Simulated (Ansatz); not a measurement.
# Sb (Pm-3m, 1 atom in the cell): phonons and vibrational spectra

Wanted: phonon frequencies of Sb (Pm-3m, 1 atom in the cell) and what follows from them.

Calculated with Ansatz 0.2.0; DFT PBEsol, scalar-relativistic, plane waves, norm-conserving pseudopotentials.

This is not the structure that Sb takes at ambient pressure and room temperature (space group No. 166); it is a model or a phase of other conditions.

### Step 1. The starting structure

The structure is cubic, space group Pm-3m (No. 221). Conventional cell: a = 3.160 Å, b = 3.160 Å, c = 3.160 Å, α = 90.00°, β = 90.00°, γ = 90.00°. Nearest to Sb lie 6 Sb at 3.16 Å.

### Step 2. Relaxation

Harmonic phonons are second derivatives at a point where the forces vanish, and they are wanted at zero stress, so atoms and cell are relaxed first.

File input.yaml:

```yaml
crystal:
  lattice:
    - [3.16, 0.0, 0.0]
    - [0.0, 3.16, 0.0]
    - [0.0, 0.0, 3.16]
  atoms:
    - { symbol: Sb, position: [0.0, 0.0, 0.0] }
kpoints:
  mp_grid: { grid: [12, 12, 12] }
hamiltonian:
  xc: pbesol
  pseudopotentials: { kind: nc }
scf:
  occupations: { method: gaussian, width: 0.1 }
output:
  forces: true
  stress: true
  eigenvalues: true
relax:
  adjacent_minimum: "off"
  f_tol: 0.005
  max_steps: 80
  cell: { stress_tol: 0.05 }
```

Started as:

```sh
ansatz run input.yaml --threads 4 --pin off --max-ram 7168MiB --backend cpu --events-out ev --progress --plain --runs-dir out
```

Numbers of over 12 decimals in the logs are rounded to 6 here.

Output:

```text
Engine: ansatz 0.2.0, aarch64-unknown-linux-gnu
Pseudopotentials: kind: nc
Pseudopotential: Sb, nc, valence charge 15, recommended cutoff 1088.45545 eV (normal), Sb.nc.azcp (PseudoDojo's, or run here from an input of PseudoDojo's: the run reads no file of this project's for it)
Functional definition: PBEsol
  exchange = pbesol_x
  correlation = pbesol_c
Crystal: 1 atoms, lattice volume = 31.554 Å³
Basis set: ecut = 1088.45545 eV, 2553 PW (Γ), exchange–correlation on 72×72×72 points (8 copies of the dense FFT grid, shifted against one another)
Bands: 12, of which v1, the nominal top of the filled ones, is band 8 counted from 1 (7 counted from 0)
Symmetry: 48 space group operations
Space group: Pm-3m (ITA 221), of the structure as read, at distance tolerance 3.2e-5 Å
k-points: 84 of 1728
Non-local potential: Sb, projectors of the file, l = 0: 2, l = 1: 2, l = 2: 2, l = 3: 2
Initial density: superposition of atomic densities (chi_scale 0.1, normalization cell)
Initial wavefunctions: pseudopotential atomic-orbital guess
Functional: x = pbesol(κ = 0.804, μ = 0.123457), c = pbesol(β = 0.046)
SCF iter   1: F=—  HF=-2469.683845 eV  |F-HF|=—  |Δ(HF+E_count)|=         —  Δρ=1.10e-2  dr2=3.32e-2  ethr=3.10e-3  ⟨swp⟩=5.8  Hψ=6443  notcnv=0
preconditioner: auto → none  [metal: Δε(μ)=0.052 eV  Ē_g=11.832 eV  σ=0.100 eV  W_gap=0.29  n_scr=6 (ndim 8)  ℏωp=14.8 eV  f_vac=0.000  D(μ)=0.89/eV (n_scr^D=6)  sad-step TF]
SCF iter   2: F=—  HF=-2469.681460 eV  |F-HF|=—  |Δ(HF+E_count)|=   2.39e-3  Δρ=7.19e-3  dr2=1.37e-2  ethr=2.21e-4  ⟨swp⟩=1.5  Hψ=1731  notcnv=0
SCF iter   3: F=—  HF=-2469.680221 eV  |F-HF|=—  |Δ(HF+E_count)|=   1.24e-3  Δρ=4.00e-4  dr2=3.50e-5  ethr=9.14e-5  ⟨swp⟩=2.0  Hψ=1494  notcnv=0
SCF iter   4: F=—  HF=-2469.680229 eV  |F-HF|=—  |Δ(HF+E_count)|=   8.91e-6  Δρ=1.15e-4  dr2=1.57e-6  ethr=2.33e-7  ⟨swp⟩=2.4  Hψ=1542  notcnv=0
SCF iter   5: F=-2469.680230 eV  HF=-2469.680230 eV  |F-HF|=2.85e-8  |Δ(HF+E_count)|=   1.04e-6  Δρ=1.99e-5  dr2=4.36e-8  ethr=6.67e-10  ⟨swp⟩=8.1  Hψ=5352  notcnv=0
SCF 1 converged in 5 iterations: F = -2469.680230 eV  dr2 = 4.36e-8
relax step   1: F+E_penalty+E_count = -2469.68023046 eV  Δ(F+E_penalty+E_count) = +0.000e0 eV  max|allowed force component| = 0.000e0 eV/Å  Δτ_max = 0.0000 Å  P = -4.694 GPa  Ω = 31.554 Å³  (5 SCF iters, dr2 threshold 1.00e-7 eV, accepted)
Crystal: 1 atoms, lattice volume = 27.786 Å³
Basis set: ecut = 1088.45545 eV, 2301 PW (Γ), exchange–correlation on 72×72×72 points (8 copies of the dense FFT grid, shifted against one another)
Initial density: handed on by an earlier stage of this run
Initial wavefunctions: those handed on with the density
iter 1 solved again at ethr=1.44e-5 eV; its pass at ethr=3.10e-3 eV (dr2=2.15e-3 eV) is discarded
SCF iter   1: F=—  HF=-2469.722088 eV  |F-HF|=—  |Δ(HF+E_count)|=         —  Δρ=2.68e-3  dr2=2.20e-3  ethr=1.44e-5  ⟨swp⟩=1.9  Hψ=9358  notcnv=0
preconditioner: auto → none  [metal: Δε(μ)=0.060 eV  Ē_g=12.606 eV  σ=0.100 eV  W_gap=0.33  n_scr=6 (ndim 8)  ℏωp=15.8 eV  f_vac=0.000  D(μ)=0.78/eV (n_scr^D=6)]
SCF iter   2: F=—  HF=-2469.721822 eV  |F-HF|=—  |Δ(HF+E_count)|=   2.66e-4  Δρ=1.23e-3  dr2=4.61e-4  ethr=1.44e-5  ⟨swp⟩=1.0  Hψ=1008  notcnv=0
SCF iter   3: F=—  HF=-2469.721788 eV  |F-HF|=—  |Δ(HF+E_count)|=   3.45e-5  Δρ=8.29e-5  dr2=7.81e-7  ethr=3.07e-6  ⟨swp⟩=1.0  Hψ=1009  notcnv=0
SCF iter   4: F=—  HF=-2469.721786 eV  |F-HF|=—  |Δ(HF+E_count)|=   1.78e-6  Δρ=1.88e-5  dr2=3.26e-8  ethr=6.67e-10  ⟨swp⟩=7.2  Hψ=5551  notcnv=0
SCF iter   5: F=-2469.721786 eV  HF=-2469.721786 eV  |F-HF|=4.52e-9  |Δ(HF+E_count)|=   1.65e-9  Δρ=6.64e-6  dr2=5.45e-9  ethr=2.18e-10  ⟨swp⟩=2.7  Hψ=3587  notcnv=0
SCF 2 converged in 5 iterations: F = -2469.721786 eV  dr2 = 5.45e-9
relax step   2: F+E_penalty+E_count = -2469.72178585 eV  Δ(F+E_penalty+E_count) = -4.156e-2 eV  max|allowed force component| = 0.000e0 eV/Å  Δτ_max = 0.0000 Å  P = +2.115 GPa  Ω = 27.786 Å³  energy of the carried Pulay correction = +2.546e-3 eV  (5 SCF iters, dr2 threshold 1.00e-7 eV, accepted)
Crystal: 1 atoms, lattice volume = 28.856 Å³
Basis set: ecut = 1088.45545 eV, 2373 PW (Γ), exchange–correlation on 72×72×72 points (8 copies of the dense FFT grid, shifted against one another)
iter 1 solved again at ethr=1.79e-6 eV; its pass at ethr=3.10e-3 eV (dr2=2.69e-4 eV) is discarded
SCF iter   1: F=—  HF=-2469.726895 eV  |F-HF|=—  |Δ(HF+E_count)|=         —  Δρ=8.75e-4  dr2=2.43e-4  ethr=1.79e-6  ⟨swp⟩=2.2  Hψ=9087  notcnv=0
preconditioner: auto → none  [metal: Δε(μ)=0.098 eV  Ē_g=12.361 eV  σ=0.100 eV  W_gap=0.45  n_scr=6 (ndim 8)  ℏωp=15.5 eV  f_vac=0.000  D(μ)=0.79/eV (n_scr^D=6)]
SCF iter   2: F=—  HF=-2469.726891 eV  |F-HF|=—  |Δ(HF+E_count)|=   3.55e-6  Δρ=4.06e-4  dr2=5.31e-5  ethr=1.62e-6  ⟨swp⟩=1.0  Hψ=1008  notcnv=0
SCF iter   3: F=—  HF=-2469.726877 eV  |F-HF|=—  |Δ(HF+E_count)|=   1.44e-5  Δρ=2.27e-5  dr2=6.57e-8  ethr=6.67e-10  ⟨swp⟩=6.1  Hψ=5619  notcnv=0
SCF iter   4: F=-2469.726877 eV  HF=-2469.726877 eV  |F-HF|=1.00e-9  |Δ(HF+E_count)|=   3.07e-8  Δρ=3.35e-6  dr2=1.31e-9  ethr=4.38e-10  ⟨swp⟩=3.0  Hψ=3304  notcnv=0
SCF 3 converged in 4 iterations: F = -2469.726877 eV  dr2 = 1.31e-9
relax step   3: F+E_penalty+E_count = -2469.72687673 eV  Δ(F+E_penalty+E_count) = -5.091e-3 eV  max|allowed force component| = 0.000e0 eV/Å  Δτ_max = 0.0000 Å  P = -0.287 GPa  Ω = 28.856 Å³  energy of the carried Pulay correction = +1.791e-3 eV  (4 SCF iters, dr2 threshold 1.00e-7 eV, accepted)
[...]
relax step   4: F+E_penalty+E_count = -2469.72709275 eV  Δ(F+E_penalty+E_count) = -2.160e-4 eV  max|allowed force component| = 0.000e0 eV/Å  Δτ_max = 0.0000 Å  P = -0.014 GPa  Ω = 28.724 Å³  energy of the carried Pulay correction = +1.882e-3 eV  (3 SCF iters, dr2 threshold 1.00e-7 eV, accepted)
[...]
relax step   5: F+E_penalty+E_count = -2469.72633550 eV  Δ(F+E_penalty+E_count) = +7.573e-4 eV  max|allowed force component| = 0.000e0 eV/Å  Δτ_max = 0.0000 Å  P = -0.116 GPa  Ω = 28.724 Å³  stress off target by 1.16e-1 GPa  SCF on the basis re-selected at this cell (its energy is not comparable with the rows above)  (4 SCF iters)
[...]
relax step   6: F+E_penalty+E_count = -2469.72639312 eV  Δ(F+E_penalty+E_count) = -5.763e-5 eV  max|allowed force component| = 0.000e0 eV/Å  Δτ_max = 0.0000 Å  P = +0.001 GPa  Ω = 28.670 Å³  energy of the carried Pulay correction = +3.804e-5 eV  (3 SCF iters, dr2 threshold 3.36e-8 eV, accepted)
iter 1 solved again at ethr=1.76e-8 eV; its pass at ethr=3.10e-3 eV (dr2=2.64e-6 eV) is discarded
SCF iter   1: F=—  HF=-2469.726359 eV  |F-HF|=—  |Δ(HF+E_count)|=         —  Δρ=7.81e-6  dr2=9.70e-10  ethr=1.76e-8  ⟨swp⟩=4.2  Hψ=9920  notcnv=0
SCF iter   2: F=—  HF=-2469.726357 eV  |F-HF|=—  |Δ(HF+E_count)|=   2.11e-6  Δρ=3.99e-6  dr2=2.85e-10  ethr=6.46e-12  ⟨swp⟩=2.8  Hψ=1768  notcnv=0
SCF iter   3: F=—  HF=-2469.726357 eV  |F-HF|=—  |Δ(HF+E_count)|=  2.07e-10  Δρ=2.25e-7  dr2=1.17e-11  ethr=1.90e-12  ⟨swp⟩=1.9  Hψ=1198  notcnv=0
SCF iter   4: F=-2469.726357 eV  HF=-2469.726357 eV  |F-HF|=0.00e0  |Δ(HF+E_count)|=  4.09e-12  Δρ=1.04e-7  dr2=1.24e-12  ethr=1.00e-12  ⟨swp⟩=6.1  Hψ=4559  notcnv=0
SCF 7 converged in 4 iterations: F = -2469.726357 eV  dr2 = 1.24e-12
relax step   7: F+E_penalty+E_count = -2469.72635652 eV  Δ(F+E_penalty+E_count) = +3.660e-5 eV  max|allowed force component| = 0.000e0 eV/Å  Δτ_max = 0.0000 Å  P = -0.003 GPa  Ω = 28.670 Å³  stress off target by 2.66e-3 GPa  SCF on the basis re-selected at this cell (its energy is not comparable with the rows above)  (4 SCF iters)
basis re-selected at this cell: Δ(F+E_penalty+E_count) = +3.660e-5 eV, ΔP = -0.003 GPa vs the last step (what re-selecting the basis moved, of the pressure what is left beyond the Pulay correction that the steps carried, after the strain that the cell walked since its last selection, with what the two solves' SCF thresholds leave and, on support functions, any second-order correction that the steps lacked; it is no measure of the basis error at this ecutwfc). This SCF's stress stands 2.66e-3 GPa from its target on what of the cell is left free (relax.cell.stress_tol is 5.00e-2 GPa) and its largest allowed force component is 0.00e0 eV/Å (relax.f_tol is 5.00e-3 eV/Å): [rest of the remark cut]
SCF converged after 4 iterations
Free energy (F): -2469.726357 eV
Harris-Foulkes:  -2469.726357 eV  (|F-HF|=0.00e0)
Internal energy: -2469.722388 eV  (E = F + TS)
E sigma→0 (E₀):  -2469.724372 eV
Entropy (-TS):   -0.003969 eV (-3.969 meV/atom)
Fermi energy:    10.989397 eV
--- Per-component energies (eV) ---
  E_band       = -153.563218
  E_kinetic    = 1449.380091
  E_local      = -1086.290266  (includes V_loc(G=0)·N_el)
  E_nonlocal   = -1299.896663
  E_hartree    = 580.142598
  E_xc         = -611.292221
  E_vxc        = -377.041561  (∫ρ·V_xc dr)
  E_ewald      = -1501.765926
  E_smearing   = -0.003969  (= −TS)
  E_closure    = -0.000000  (closes the sum)
  Σ components = -2469.726357   (vs F -2469.726357, Δ=0.00e0)
--- Forces (eV/Å), atoms counted from 1 ---
  atom   1  Sb    -0.00000000     0.00000000    -0.00000000
  max |Σ_I F_I| component: 7.19e-33 eV/Å
--- Stress (GPa, compression-positive) ---
       -0.002658       0.000000       0.000000
        0.000000      -0.002658       0.000000
        0.000000       0.000000      -0.002658
  P = ⅓ Tr σ = -0.0027 GPa (-0.027 kbar)
--- Band table (eV; the first three rows and the last of 84) ---
  k-point 0: bands = [... 4 lower, -18.0916, -1.8169, 14.2516, 14.2516, 14.2516, 18.1004, 18.1004, 19.2752]
  k-point 1: bands = [... 4 lower, -18.0913, -1.7120, 12.9874, 14.3562, 14.3562, 18.1870, 18.7652, 20.1373]
  k-point 2: bands = [... 4 lower, -18.0905, -1.4006, 10.8730, 14.6593, 14.6593, 18.4463, 19.1753, 22.6145]
  k-point 83: bands = [... 4 lower, -18.0071, 6.5512, 9.2126, 9.2126, 9.2126, 15.7224, 15.7224, 15.7224]
--- Relaxed structure (5 steps of the walk, 5 accepted, 2 SCFs on fresh bases) ---
  F+E_penalty+E_count = -2469.72635652 eV   max|allowed force component| = 0.000e0 eV/Å   (the final SCF, on the basis selected at the relaxed cell)
  cell:  # Å, volume = 28.6695 Å³
    - [3.060603, 0, 0]
    - [0, 3.060603, 0]
    - [0, 0, 3.060603]
  atoms:
    - { symbol: Sb, position: [0.0, 0.0, 0.0] }
```

Run time: 11 s. Hardware: 4 threads of Arm Neoverse V2, shared host; peak memory 0.41 GiB; 41 s of CPU time.

Step by step:

| step | energy less that of the first step (eV) | largest force component (eV/Å) | pressure (GPa) | volume (Å³) |
| --- | --- | --- | --- | --- |
| 1 | 0.0000 | 0.0000 | -4.69 | 31.55 |
| 2 | -0.0416 | 0.0000 | 2.11 | 27.79 |
| 3 | -0.0466 | 0.0000 | -0.29 | 28.86 |
| 4 | -0.0469 | 0.0000 | -0.01 | 28.72 |
| 5* | -0.0461 | 0.0000 | -0.12 | 28.72 |
| 6 | -0.0462 | 0.0000 | 0.00 | 28.67 |
| 7* | -0.0461 | 0.0000 | 0.00 | 28.67 |

Relaxation steps marked * repeat the geometry before them on a plane-wave basis chosen anew for their cell, so energy and pressure can jump there.

| conventional cell, symmetrised | before | after | change |
| --- | --- | --- | --- |
| a (Å) | 3.160 | 3.061 | -3.1 % |
| b (Å) | 3.160 | 3.061 | -3.1 % |
| c (Å) | 3.160 | 3.061 | -3.1 % |
| volume (Å³/atom) | 31.55 | 28.67 | -9.1 % |

Final coordinates:

```xyz
1
Lattice="3.0606 0.0000 0.0000 0.0000 3.0606 0.0000 0.0000 0.0000 3.0606" Properties=species:S:1:pos:R:3 pbc="T T T"
Sb    0.0000    0.0000    0.0000
```

This step gave:

| Property | Result |
| --- | --- |
| pressure | -0.002658 GPa |
| volume per atom | 28.67 Å³ |
| gap on the k-mesh | 0 eV |

In this step the volume went from 31.55 to 28.67 Å³/atom.

### Step 3. Relaxation

The relaxation is repeated from its end on the same settings, as a check that it has come to rest.

Changes to input.yaml since step 2:

```diff
@@ -2,5 +2,5 @@
   lattice:
-    - [3.16, 0.0, 0.0]
-    - [0.0, 3.16, 0.0]
-    - [0.0, 0.0, 3.16]
+    - [3.0606026383, 0.0, 0.0]
+    - [0.0, 3.0606026383, 0.0]
+    - [0.0, 0.0, 3.0606026383]
   atoms:
```

Output:

```text
[...]
Crystal: 1 atoms, lattice volume = 28.670 Å³
Basis set: ecut = 1088.45545 eV, 2325 PW (Γ), exchange–correlation on 72×72×72 points (8 copies of the dense FFT grid, shifted against one another)
Bands: 12, of which v1, the nominal top of the filled ones, is band 8 counted from 1 (7 counted from 0)
Symmetry: 48 space group operations
[...]
k-points: 84 of 1728
[...]
k-point 2: bands = [... 4 lower, -18.0905, -1.4006, 10.8730, 14.6593, 14.6593, 18.4463, 19.1753, 22.6145]
  k-point 83: bands = [... 4 lower, -18.0071, 6.5512, 9.2126, 9.2126, 9.2126, 15.7224, 15.7224, 15.7224]
--- Relaxed structure (1 steps of the walk, 1 accepted, 1 SCFs on fresh bases) ---
[...]
cell:  # Å, volume = 28.6695 Å³
    - [3.0606026383, 0.0, 0.0]
    - [0.0, 3.0606026383, 0.0]
    - [0.0, 0.0, 3.0606026383]
  atoms:
    - { symbol: Sb, position: [0.0, 0.0, 0.0] }
[key lines of the parts left out:]
SCF converged after 3 iterations
Free energy (F): -2469.726357 eV
Fermi energy:    10.989396 eV
P = ⅓ Tr σ = -0.0027 GPa (-0.027 kbar)
```

It took 3.4 s on 4 threads; peak memory 0.4 GiB; 13 s of CPU time.

Little changed from the start: no atom moved by 0.005 Å and no cell edge by 0.1 %.

This step gave:

- pressure: -0.002659 GPa

In this step the volume went from 28.67 to 28.67 Å³/atom.

### Step 4. Relaxing to small forces for the phonons

Phonons need a cell at rest on their own settings, so the relaxation is repeated with tight tolerances on forces and stress, using the mesh and the filling of the phonon run that follows.

input.yaml, the sections that differ from step 3:

```yaml
scf:
  occupations: { method: methfessel_paxton, width: 0.15 }
relax:
  adjacent_minimum: "off"
  f_tol: 0.001
  max_steps: 60
  cell: { stress_tol: 0.01 }
# crystal, kpoints, hamiltonian, output: as in step 3
```

Output:

```text
[...]
Crystal: 1 atoms, lattice volume = 28.670 Å³
Basis set: ecut = 1088.45545 eV, 2325 PW (Γ), exchange–correlation on 72×72×72 points (8 copies of the dense FFT grid, shifted against one another)
Bands: 12, of which v1, the nominal top of the filled ones, is band 8 counted from 1 (7 counted from 0)
Symmetry: 48 space group operations
[...]
k-points: 84 of 1728
[...]
k-point 2: bands = [... 4 lower, -18.0851, -1.3974, 10.8790, 14.6668, 14.6668, 18.4532, 19.1833, 22.6236]
  k-point 83: bands = [... 4 lower, -18.0015, 6.5597, 9.2180, 9.2180, 9.2180, 15.7282, 15.7282, 15.7282]
--- Relaxed structure (3 steps of the walk, 3 accepted, 1 SCFs on fresh bases) ---
[...]
cell:  # Å, volume = 28.6584 Å³
    - [3.060205, 0, 0]
    - [0, 3.060205, 0.0]
    - [0, 0.0, 3.060205]
  atoms:
    - { symbol: Sb, position: [0.0, 0.0, 0.0] }
[key lines of the parts left out:]
SCF converged after 4 iterations
Free energy (F): -2469.724585 eV
Fermi energy:    10.999991 eV
P = ⅓ Tr σ = -0.0010 GPa (-0.010 kbar)
```

Run time: 5.8 s. Hardware: 4 threads; peak memory 0.4 GiB; 22 s of CPU time.

Little changed from the start: no atom moved by 0.005 Å and no cell edge by 0.1 %.

Numbers from this step:

```yaml
pressure: -9.57e-4 GPa
volume_per_atom: 28.66 Å³
```

The forces vanish by symmetry and the pressure is -0.001 GPa, within the tolerances set. The cell now holds 28.66 Å³/atom.

[end of part 1 of 2]

[Logs are printed without paths, hosts, clocks, repeated set-up lines and the standing remarks that a program may print on its own settings, such as how far it seeks lower states.]

[Hosts, paths, dates, database ids (printed as entryN), source tags and the programs' standing remarks are cut or masked in the printed files.]
